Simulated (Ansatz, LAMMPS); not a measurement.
## Structural relaxation of a frame of liquid dimethyl carbonate from 300 K (108 atoms)

How does a frame of liquid dimethyl carbonate from 300 K (108 atoms) relax, and what do bonds, charges and levels look like afterwards?

Main program and level: Ansatz 0.2.0; Kohn-Sham DFT, PBE+D4, PAW (set soft_2), plane waves.

## 1. Set-up

The cell holds 108 atoms: 27 C, 27 O and 54 H. Its edges and angles: a = 10.785 Å, b = 10.785 Å, c = 10.785 Å, α = 90.0°, β = 90.0°, γ = 90.0°. 9 dimethyl carbonate placed at random, at 1.07 g/cm³; overlaps pushed apart, then 10 ps at 400 K with MMFF94 bonds, angles, torsions, charges and radii (Halgren, J. Comput. Chem. 17, 490 (1996)) in harmonic and 12-6 forms. Snapshot after 20 ps at 300 K and fixed volume.

Limits known from the start: The network of contacts between molecules at the start is that of the classical potential that made the cell. The density was typed from a rule of thumb and may lie off the real one at this temperature. The Brillouin zone is sampled at Γ only, in a cell whose shortest periodic width is 11 Å.

## 2. The classical run that made the cell

A classical potential makes the cell, at a small fraction of what the same run would cost in DFT.

This step: classical MD, MMFF94 bonds, angles, torsions, charges and radii (Halgren, J. Comput. Chem. 17, 490 (1996)) in harmonic and 12-6 forms (LAMMPS 22 Jul 2025 - Update 4).

The input, in.lmp:

```
# liquid dimethyl carbonate
units real
atom_style full
boundary p p p
bond_style harmonic
angle_style harmonic
dihedral_style opls
improper_style harmonic
special_bonds lj 0 0 0.5 coul 0 0 0.75
read_data data.lmp
neigh_modify delay 0 every 1 check yes one 4000
comm_modify cutoff 12.0
timestep 0.5
thermo_style custom step time temp pe press density
thermo_modify norm yes
# push overlapping molecules apart
pair_style soft 2.6
pair_coeff * * 0.0
variable a equal ramp(1,60)
fix ad all adapt 1 pair soft a * * v_a
velocity all create 400 634379 mom yes dist gaussian
fix lim all nve/limit 0.03
fix lan all langevin 400 400 50 634380 zero yes
thermo 1000
run 3000 post no
unfix ad
pair_style lj/cut/coul/long 9.0
pair_modify mix arithmetic tail yes
pair_coeff 1 1 0.0678 3.3680   # C
pair_coeff 2 2 0.0763 3.0430   # O
pair_coeff 3 3 0.0678 3.4070   # C
pair_coeff 4 4 0.0763 2.9870   # O
pair_coeff 5 5 0.0216 2.5400   # H
kspace_style pppm 1.0e-4
# [... 17 lines left out ...]
compute msd all msd com yes
thermo 5000
fix md all nvt temp 300 300 100
run 20000 post no
print "== T300: mean square displacement over the hold $(c_msd[4]:%.2f) A^2"
unfix md
uncompute msd
write_dump all custom T300.dump id type xs ys zs modify sort id
```

Started as:

```console
> lmp -in in.lmp -log none -nocite
```

Numbers of over 12 decimals in the logs are rounded to 6 here.

The log of the run:

```text
LAMMPS (22 Jul 2025 - Update 4)
Reading data file ...
  orthogonal box = (0 0 0) to (10.78542 10.78542 10.78542)
  108 atoms
  orthogonal box = (0 0 0) to (10.78542 10.78542 10.78542)
  99 bonds
  153 angles
  90 dihedrals
  9 impropers
   Step          Time           Temp          PotEng         Press         Density
         0   0              400            0.62287685     3558.5451      1.0729985
      1000   500            411.99047      1.5138127      8793.989       1.0729985
      2000   1000           383.34756      1.3679465     -731.62857      1.0729985
      3000   1500           395.6444       1.279837       10456.015      1.0729985
Loop time of 0.129318 s on 1 MPI rank(s) for 3000 steps with 108 atoms
PPPM initialization ...
  G vector (1/distance) = 0.29006204
  grid = 6 6 6
  estimated relative force accuracy = 4.066446e-05
   Step          Time           Temp          PotEng         Press         Density
[... 14 lines left out ...]
      2000   1000           411.88564     -2.7177083      4881.7145      1.0729985
Loop time of 0.339971 s on 1 MPI rank(s) for 2000 steps with 108 atoms
   Step          Time           Temp          PotEng         Press         Density
      2000   1000           411.88564     -2.7177083      4881.7145      1.0729985
[... 5 lines left out ...]
Loop time of 1.96202 s on 1 MPI rank(s) for 10000 steps with 108 atoms
   Step          Time           Temp          PotEng         Press         Density
[... 4 lines left out ...]
Loop time of 0.938774 s on 1 MPI rank(s) for 5000 steps with 108 atoms
   Step          Time           Temp          PotEng         Press         Density
[... 2 lines left out ...]
     25000   24000          335.47317     -2.8260919     -11212.084      1.0729985
     30000   29000          288.37858     -2.8909512      1222.2813      1.0729985
     35000   34000          262.80992     -2.9447627      4441.6247      1.0729985
     37000   36000          279.97134     -2.8722731      3661.1007      1.0729985
Loop time of 3.64899 s on 1 MPI rank(s) for 20000 steps with 108 atoms
== T300: mean square displacement over the hold 15.18 A^2
```

Run time: 7.3 s. Hardware: 1 thread of AMD EPYC 9R45, shared host; peak memory 0.12 GiB.

The input also reads data.lmp (atoms, bonds and types; not printed here).

## 3. Single point at the start

A single point comes first, to see the forces before anything moves.

The input, input.yaml:

```yaml
crystal:
  lattice:
    - [10.78542, 0.0, 0.0]
    - [0.0, 10.78542, 0.0]
    - [0.0, 0.0, 10.78542]
  atoms:
    - { symbol: C, position: [0.71171, 0.12376, 0.19962] }
    - { symbol: O, position: [0.70275, 0.01798, 0.11732] }
    - { symbol: C, position: [0.60052, 0.03146, 0.04044] }
    - { symbol: O, position: [0.51587, 0.10675, 0.05252] }
    - { symbol: O, position: [0.59039, 0.92681, 0.96769] }
    - { symbol: C, position: [0.47745, 0.91908, 0.90127] }
    - { symbol: H, position: [0.79784, 0.11544, 0.25325] }
    - { symbol: H, position: [0.69146, 0.21138, 0.14428] }
    - { symbol: H, position: [0.62992, 0.11797, 0.26849] }
    - { symbol: H, position: [0.45796, 0.82768, 0.87568] }
    - { symbol: H, position: [0.40453, 0.9324, 0.97102] }
    - { symbol: H, position: [0.47242, 0.98483, 0.82204] }
    - { symbol: C, position: [0.22536, 0.09209, 0.37043] }
    - { symbol: O, position: [0.20646, 0.09519, 0.49925] }
    - { symbol: C, position: [0.15646, 0.20558, 0.53595] }
    - { symbol: O, position: [0.13656, 0.2948, 0.47223] }
    - { symbol: O, position: [0.1166, 0.1863, 0.65319] }
    - { symbol: C, position: [0.03532, 0.28313, 0.69746] }
    - { symbol: H, position: [0.2502, 0.9993, 0.35676] }
    - { symbol: H, position: [0.13846, 0.12304, 0.31974] }
    - { symbol: H, position: [0.2927, 0.16524, 0.33956] }
    - { symbol: H, position: [0.94507, 0.25636, 0.65904] }
    - { symbol: H, position: [0.02977, 0.28375, 0.79917] }
    - { symbol: H, position: [0.06047, 0.37531, 0.67048] }
    - { symbol: C, position: [0.03357, 0.59722, 0.78016] }
    - { symbol: O, position: [0.04664, 0.62335, 0.65811] }
    - { symbol: C, position: [0.94639, 0.58432, 0.58488] }
    - { symbol: O, position: [0.86045, 0.52223, 0.62144] }
    - { symbol: O, position: [0.95903, 0.62486, 0.4667] }
    - { symbol: C, position: [0.86539, 0.57193, 0.38865] }
    - { symbol: H, position: [0.96043, 0.52903, 0.80779] }
    - { symbol: H, position: [0.12068, 0.55557, 0.82012] }
    - { symbol: H, position: [0.01791, 0.67632, 0.83584] }
    - { symbol: H, position: [0.8668, 0.47073, 0.3931] }
    - { symbol: H, position: [0.7703, 0.59936, 0.41167] }
    - { symbol: H, position: [0.88872, 0.59513, 0.29364] }
    - { symbol: C, position: [0.52641, 0.94394, 0.49417] }
    - { symbol: O, position: [0.6306, 0.89592, 0.44337] }
    - { symbol: C, position: [0.73784, 0.9322, 0.50465] }
    - { symbol: O, position: [0.74806, 0.99909, 0.59648] }
    - { symbol: O, position: [0.83221, 0.88147, 0.4325] }
    - { symbol: C, position: [0.94335, 0.92043, 0.47861] }
    - { symbol: H, position: [0.5201, 0.03332, 0.44712] }
    - { symbol: H, position: [0.44367, 0.89259, 0.46047] }
    - { symbol: H, position: [0.53811, 0.95057, 0.5919] }
    - { symbol: H, position: [0.97271, 0.85482, 0.54813] }
    - { symbol: H, position: [0.00657, 0.92202, 0.4082] }
    - { symbol: H, position: [0.93974, 0.01244, 0.51486] }
    - { symbol: C, position: [0.20769, 0.73617, 0.22032] }
    - { symbol: O, position: [0.18754, 0.6018, 0.22882] }
    - { symbol: C, position: [0.11831, 0.55807, 0.13277] }
    - { symbol: O, position: [0.06391, 0.62267, 0.05555] }
    - { symbol: O, position: [0.09894, 0.43199, 0.14722] }
    - { symbol: C, position: [0.99869, 0.38701, 0.06786] }
    - { symbol: H, position: [0.23743, 0.76159, 0.31508] }
    - { symbol: H, position: [0.28523, 0.76595, 0.16493] }
    - { symbol: H, position: [0.12286, 0.78122, 0.19331] }
    - { symbol: H, position: [0.91549, 0.43644, 0.08032] }
    - { symbol: H, position: [0.02658, 0.3934, 0.97042] }
    - { symbol: H, position: [0.97968, 0.28811, 0.09397] }
    - { symbol: C, position: [0.32478, 0.60255, 0.54006] }
    - { symbol: O, position: [0.32958, 0.67341, 0.64978] }
    - { symbol: C, position: [0.26165, 0.7803, 0.65234] }
    - { symbol: O, position: [0.20253, 0.81876, 0.56138] }
    - { symbol: O, position: [0.27382, 0.83575, 0.76624] }
    - { symbol: C, position: [0.19576, 0.94082, 0.77271] }
    - { symbol: H, position: [0.40984, 0.61994, 0.48524] }
    - { symbol: H, position: [0.32838, 0.50281, 0.56702] }
    - { symbol: H, position: [0.24343, 0.61043, 0.48255] }
    - { symbol: H, position: [0.23763, 0.02624, 0.73064] }
    - { symbol: H, position: [0.10288, 0.91682, 0.74806] }
    - { symbol: H, position: [0.18864, 0.95706, 0.87054] }
    - { symbol: C, position: [0.54404, 0.68535, 0.21773] }
    - { symbol: O, position: [0.48532, 0.64103, 0.10836] }
    - { symbol: C, position: [0.51233, 0.51651, 0.09137] }
    - { symbol: O, position: [0.57732, 0.45103, 0.15426] }
    - { symbol: O, position: [0.43496, 0.47755, 0.00352] }
    - { symbol: C, position: [0.4368, 0.35064, 0.97541] }
    [... 24 atom lines left out ...]
    - { symbol: H, position: [0.79468, 0.26056, 0.82161] }
    - { symbol: H, position: [0.6745, 0.36546, 0.81587] }
    - { symbol: H, position: [0.62919, 0.21147, 0.81992] }
    - { symbol: H, position: [0.43234, 0.22217, 0.45145] }
    - { symbol: H, position: [0.44587, 0.3808, 0.43854] }
    - { symbol: H, position: [0.5082, 0.28425, 0.31758] }
kpoints:
  mp_grid: { grid: [1, 1, 1] }
hamiltonian:
  xc: pbe
  dispersion: d4
scf:
  occupations: { method: fixed }
output:
  forces: true
  stress: true
  populations: true
  dos:
    method: { smearing: { sigma: 0.1 } }
    de: 0.1
    projected: { site_lists: { C: [C], H: [H], O: [O] } }
  eigenvalues: true
```

Started as:

```console
> ansatz run input.yaml --threads 4 --pin off --max-ram 8192MiB --backend cpu --events-out ev --progress --plain --runs-dir out
```

The log of the run:

```text
Engine: ansatz 0.2.0, x86_64-unknown-linux-gnu
Pseudopotentials: kind: paw
Pseudopotential: C, paw, valence charge 4, recommended cutoff 420 eV (normal), C.paw.azcp
Pseudopotential: O, paw, valence charge 6, recommended cutoff 420 eV (normal), O.paw.azcp
Pseudopotential: H, paw, valence charge 1, recommended cutoff 420 eV (normal), H.paw.azcp
Functional definition: PBE
  parameter kappa = 0.804
  parameter beta = 0.066725
  exchange = pbe_x(kappa = kappa, mu = beta*pi^2/3)
  correlation = pbe_c(beta = beta)
Crystal: 108 atoms, lattice volume = 1254.617 Å³
Basis set: ecut = 420 eV, 24405 PW (Γ), exchange–correlation on 150×150×150 points (8 copies of the dense FFT grid, shifted against one another)
Bands: 270, of which v1, the nominal top of the filled ones, is band 162 counted from 1 (161 counted from 0)
Symmetry: 1 space group operations
Space group: P1 (ITA 1), of the structure as read, at distance tolerance 1.1e-4 Å
k-points: 1
Non-local potential: C, projectors of the file, l = 0: 2, l = 1: 2, l = 2: 1
Non-local potential: O, projectors of the file, l = 0: 2, l = 1: 2, l = 2: 1
Non-local potential: H, projectors of the file, l = 0: 2, l = 1: 1
PAW form: soft (Blöchl's): semilocal exchange-correlation on the pseudo side does not see the compensation charge
PAW one-centre angular grid: C, 110 points (default); XC on 64 Gauss nodes
PAW one-centre angular grid: O, 110 points (default); XC on 64 Gauss nodes
PAW one-centre angular grid: H, 110 points (default); XC on 64 Gauss nodes
Initial density: superposition of atomic densities (neutral atoms: chi_scale 0, normalization atom), corrected by the library's trained network
Initial wavefunctions: pseudopotential atomic-orbital guess
Functional: x = pbe(κ = 0.804, μ = 0.219515), c = pbe(β = 0.066725)
SCF iter   1: F=—  HF=-22946.135419 eV  |F-HF|=—  |Δ(HF+E_count)|=         —  Δρ=4.39e-3  dr2=2.56e-1  ethr=1.77e-3  ⟨swp⟩=5.0  Hψ=937  notcnv=0  defer=106
preconditioner: auto → Resta (q_TF=auto, 2.177 Å⁻¹)  ε∞=2.3  [insulator: Δε(μ)=5.313 eV  Ē_g=16.773 eV  n_scr=202 (ndim 8)  ℏωp=18.9 eV  f_vac=0.305  ε∞_Penn≈2.3]
SCF iter   2: F=—  HF=-22946.100294 eV  |F-HF|=—  |Δ(HF+E_count)|=   3.51e-2  Δρ=2.15e-3  dr2=5.97e-2  ethr=7.91e-5  ⟨swp⟩=2.0  Hψ=387  notcnv=0  defer=106
SCF iter   3: F=—  HF=-22946.106503 eV  |F-HF|=—  |Δ(HF+E_count)|=   6.21e-3  Δρ=1.43e-3  dr2=2.72e-2  ethr=1.84e-5  ⟨swp⟩=3.0  Hψ=329  notcnv=0  defer=106
SCF iter   4: F=—  HF=-22946.102373 eV  |F-HF|=—  |Δ(HF+E_count)|=   4.13e-3  Δρ=4.03e-4  dr2=2.77e-3  ethr=8.39e-6  ⟨swp⟩=3.0  Hψ=311  notcnv=0  defer=106
SCF iter   5: F=—  HF=-22946.101975 eV  |F-HF|=—  |Δ(HF+E_count)|=   3.99e-4  Δρ=1.67e-4  dr2=4.27e-4  ethr=8.54e-7  ⟨swp⟩=2.0  Hψ=309  notcnv=0  defer=106
SCF iter   6: F=—  HF=-22946.101876 eV  |F-HF|=—  |Δ(HF+E_count)|=   9.90e-5  Δρ=8.19e-5  dr2=7.67e-5  ethr=1.32e-7  ⟨swp⟩=2.0  Hψ=329  notcnv=0  defer=106
SCF iter   7: F=—  HF=-22946.100586 eV  |F-HF|=—  |Δ(HF+E_count)|=   1.29e-3  Δρ=2.30e-5  dr2=5.94e-6  ethr=2.37e-8  ⟨swp⟩=2.0  Hψ=421  notcnv=0  defer=106
SCF iter   8: F=—  HF=-22946.100586 eV  |F-HF|=—  |Δ(HF+E_count)|=   1.82e-7  Δρ=1.31e-5  dr2=1.99e-6  ethr=1.83e-9  ⟨swp⟩=2.0  Hψ=327  notcnv=0  defer=106
SCF iter   9: F=—  HF=-22946.100586 eV  |F-HF|=—  |Δ(HF+E_count)|=   3.92e-7  Δρ=4.38e-6  dr2=2.30e-7  ethr=6.15e-10  ⟨swp⟩=2.0  Hψ=327  notcnv=0  defer=106
SCF iter  10: F=-22946.100586 eV  HF=-22946.100586 eV  |F-HF|=1.53e-8  |Δ(HF+E_count)|=   3.91e-8  Δρ=1.50e-6  dr2=3.02e-8  ethr=3.09e-11  ⟨swp⟩=15.0  Hψ=1854  notcnv=0
SCF 1 converged in 10 iterations: F = -22946.100586 eV  dr2 = 3.02e-8
  greatest PAW one-centre occupation: 0.879 electrons in one spin orbital (limit 2), on the O atom at site 27 (counted from 0), in its partial waves of l = 0
SCF converged after 10 iterations
Free energy (F): -22946.100586 eV
Harris-Foulkes:  -22946.100586 eV  (|F-HF|=1.53e-8)
Internal energy: -22946.100586 eV  (E = F + TS)
E sigma→0 (E₀):  -22946.100586 eV
Fermi energy:    -1.851264 eV
--- Per-component energies (eV) ---
  E_band       = -2967.872634
  E_kinetic    = 7929.056743
  E_local      = -29984.376808  (includes V_loc(G=0)·N_el)
  E_nonlocal   = 2124.304307
  E_hartree    = 11447.023750
  E_xc         = -3749.083858
  E_vxc        = -4738.277327  (∫ρ·V_xc dr)
  E_paw        = -6986.023065  (= ΣΔE_a)
  E_vpaw       = -1192.617528  (= ΣTr[D̂ρ^β])
  E_aug_tail   = -0.008648  (compensation charges beyond the density's cutoff)
  E_ewald      = -3722.387598
  E_disp       = -4.605409  (pairwise vdW)
  E_smearing   = -0.000000  (= −TS)
  E_closure    = 0.000000  (closes the sum)
  Σ components = -22946.100586   (vs F -22946.100586, Δ=0.00e0)
--- Forces (eV/Å), atoms counted from 1 ---
  atom   1  C     -2.08845285     0.48550989     0.55019322
  atom   2  O     -0.96098212     0.77556248    -1.23982174
  atom   3  C     -1.29533794    -1.75065174     0.99938590
  atom   4  O      1.47328273    -0.28975562    -0.25589396
  atom   5  O      1.38718949     1.11810427     0.61050324
  atom   6  C     -0.76680502     1.45225955     0.83367221
  atom   7  H      0.01847455     0.21682294    -0.46202571
  atom   8  H      0.83899943    -0.77327508     0.85550452
  atom   9  H      1.20566681     0.06474043    -0.81674007
  atom  10  H      0.58751139    -1.74540627    -0.85838726
  atom  11  H     -0.36771921     0.73073200    -0.30635275
  atom  12  H     -0.01475005    -0.28819459     0.49044628
  atom  13  C     -0.80124049     2.49052382    -1.07731724
  atom  14  O     -0.14757732     1.20364679     0.79201937
[...]
atom 107  H      0.34933107    -0.42091929    -0.25732132
  atom 108  H      0.05463516     0.01010121     0.11059432
  max |Σ_I F_I| component: 9.93e-5 eV/Å
--- Stress (GPa, compression-positive) ---
        1.214662      -1.180749      -0.552594
       -1.180750      -0.081367       0.562342
       -0.552594       0.562341       0.753084
  P = ⅓ Tr σ = 0.6288 GPa (6.288 kbar)
--- Band table (eV) ---
  k-point 0: bands = ["-24.1013", "-24.0158", "-23.9507", "-23.9084", [... 254 levels ...], "10.0732", "10.0849", "10.1439", "10.2173", "10.2630", "10.3501", "10.3829", "10.4190", "10.5476", "10.5834", "10.5855", "10.6381"]
--- Löwdin populations: 108 sites ---
  site symbol       q [e]
     0      C      4.2057
     1      O      6.2694
     2      C      3.3183
[...]
107      H      0.7829
  spilling = 0.013842 (of n_electrons = 324.000000)
```

Wall time 4.8 s (4 threads of AMD EPYC 9R45, shared host); peak memory 1.3 GiB.

Reading the cycles: dr2 is the Hartree energy of the density residual (eV), the measure of convergence; HF is the Harris–Foulkes estimate of the energy, which meets the free energy F at convergence.

The run gave:

```
free energy                                      : -22946.1006 eV
free energy per atom                             : -212.4639 eV/atom
SCF cycles                                       : 10
pressure                                         : 0.6288 GPa
r.m.s. force component                           : 0.8993 eV/Å
longest force                                    : 4.143 eV/Å
Fermi energy                                     : -1.851 eV
gap (highest filled to lowest empty level) : 5.136 eV
spilling of the projection                       : 0.01384
```

The r.m.s. force component of 0.90 eV/Å and the pressure of 0.63 GPa set the starting point.

Neighbours are counted within 1.34 Å (H-C), 1.73 Å (C-O).

Length of the force by element and coordination:

```csv
element,coordination,atoms,mean length of the force (eV/Å),spread,least,most
C,all,27,1.83,0.737,0.649,4.14
C,3,9,1.52,0.545,0.703,2.40
C,4,18,1.98,0.772,0.649,4.14
H,all,54,0.934,0.551,0.0758,3.07
O,all,27,1.64,0.888,0.234,3.85
O,1,9,1.21,0.677,0.234,2.23
O,2,18,1.85,0.904,0.925,3.85
```

[end of part 1 of 3]

[Logs are printed without paths, hosts, clocks, repeated set-up lines and the standing remarks that a program may print on its own settings, such as how far it seeks lower states.]

[Hosts, paths, dates, database ids (printed as entryN), source tags and the programs' standing remarks are cut or masked in the printed files.]

[The MMFF94 radii named for the starting cell were scaled by 0.96; in molecules described by MMFF94, hydrogen bound to N, O or S took a small fixed 12-6 site in their place.]
